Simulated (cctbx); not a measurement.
## Accept or mend?

Cell a = 12.4840 Å, b = 3.4900 Å, c = 6.2390 Å, α = 90.00°, β = 117.53°, γ = 90.00°; space group Cm (no. 8). The compound is Cr2FeTe3S.

Simulated single-crystal data (cctbx): synchrotron X-rays, λ = 0.7749 Å, to d = 0.8 Å, 50 % of the full sphere, strongest reflection 5000 counts, noise from counting, a 6 % proportional error and a noise floor of 2 counts (s.d.); no absorption, and some extinction, which the refinements don't model.

An anisotropic refinement with weights 1/σ² prints:

```text
Rint 0.039, 391 unique reflections to 0.80 A
cycle     R1     wR2    GooF  max shift (A)
   1  0.0354  0.0925   1.218   0.00602
   3  0.0318  0.0807   1.062   0.00010
final R1 0.0318 wR2 0.0807 GooF 1.062  parameters 42  data/parameter 9.3
atom        x        y        z      Ueq    occ   su(xyz)  su(Uiso or U11)
Te1    0.61697  0.50000  0.45041   0.0091  1.000  0.00032  0.0007
Te2    0.88645  0.00000  0.56478   0.0053  1.000  0.00025  0.0007
Te3    0.88222  0.50000  0.03810   0.0095  1.000  0.00027  0.0008
Fe1    0.51623  0.50000  0.99214   0.0061  1.000  0.00081  0.0016
Cr1    0.76151  0.50000  0.27450   0.0089  1.000  0.00069  0.0024
Cr2    0.74025  0.00000  0.73385   0.0144  1.000  0.00093  0.0024
S1     0.62485  0.00000  0.97814   0.0122  1.000  0.00182  0.0048
difference map: max 1.25 min -1.56 rms 0.39
Q1    0.3239  0.1798  0.8596    4    1.32  1.19 A from Te3
Q2    0.0061  0.2436  0.5078    4    1.22  1.80 A from Te1
Q3    0.1005  0.5000  0.8131    2    1.17  0.93 A from S1
Q4    0.4179  0.0000  0.1967    2    1.08  0.88 A from Te3
Q5    0.4648  0.3228  0.7619    4    1.08  1.32 A from Te2
Q6    0.1623  0.1176  0.6300    4    1.05  1.08 A from Te1
```

**Question.** Can this result stand? If not, what is the likely fault?

It can stand. The set-up had a fault (anomalous dispersion left out), but the figures of merit move little: R1 = 0.0318, wR2 = 0.0807, GooF = 1.06 against R1 = 0.0321, wR2 = 0.0808, GooF = 1.06 for the right model.

The compound is Cr2FeTe3S. The right model at the same level gives:

```text
Rint 0.039, 391 unique reflections to 0.80 A
cycle     R1     wR2    GooF  max shift (A)
   1  0.0348  0.0875   1.152   0.00915
   3  0.0321  0.0808   1.064   0.00020
final R1 0.0321 wR2 0.0808 GooF 1.064  parameters 42  data/parameter 9.3
atom        x        y        z      Ueq    occ   su(xyz)  su(Uiso or U11)
Te1    0.61695  0.50000  0.45050   0.0086  1.000  0.00031  0.0007
Te2    0.88644  0.00000  0.56471   0.0051  1.000  0.00025  0.0007
Te3    0.88218  0.50000  0.03802   0.0089  1.000  0.00026  0.0008
Fe1    0.51633  0.50000  0.99242   0.0081  1.000  0.00081  0.0016
Cr1    0.76162  0.50000  0.27452   0.0113  1.000  0.00069  0.0025
Cr2    0.74044  0.00000  0.73408   0.0162  1.000  0.00092  0.0024
S1     0.62459  0.00000  0.97739   0.0145  1.000  0.00187  0.0047
Flack x: 0.14(19)
Hooft y: 0.132(230)  Bijvoet pairs: 132
difference map: max 1.22 min -1.56 rms 0.40
Q1    0.3220  0.1789  0.8613    4    1.28  1.18 A from Te3
Q2    0.0998  0.5000  0.8081    2    1.21  0.95 A from S1
Q3    0.0080  0.2454  0.5071    4    1.20  1.78 A from Te1
Q4    0.4189  0.0000  0.1972    2    1.11  0.88 A from Te3
Q5    0.1779  0.1727  0.0971    4    1.05  1.27 A from Cr1
Q6    0.3927  0.2506  0.2227    4    1.05  1.40 A from Te3
```

The model is made up (kin elements in a known structure type, no relaxation), so it says nothing on whether the phase exists.

[Middle refinement cycles are left out of these outputs.]

[Logs are printed without paths, hosts, clocks, repeated set-up lines and the standing remarks that a program may print on its own settings, such as how far it seeks lower states.]
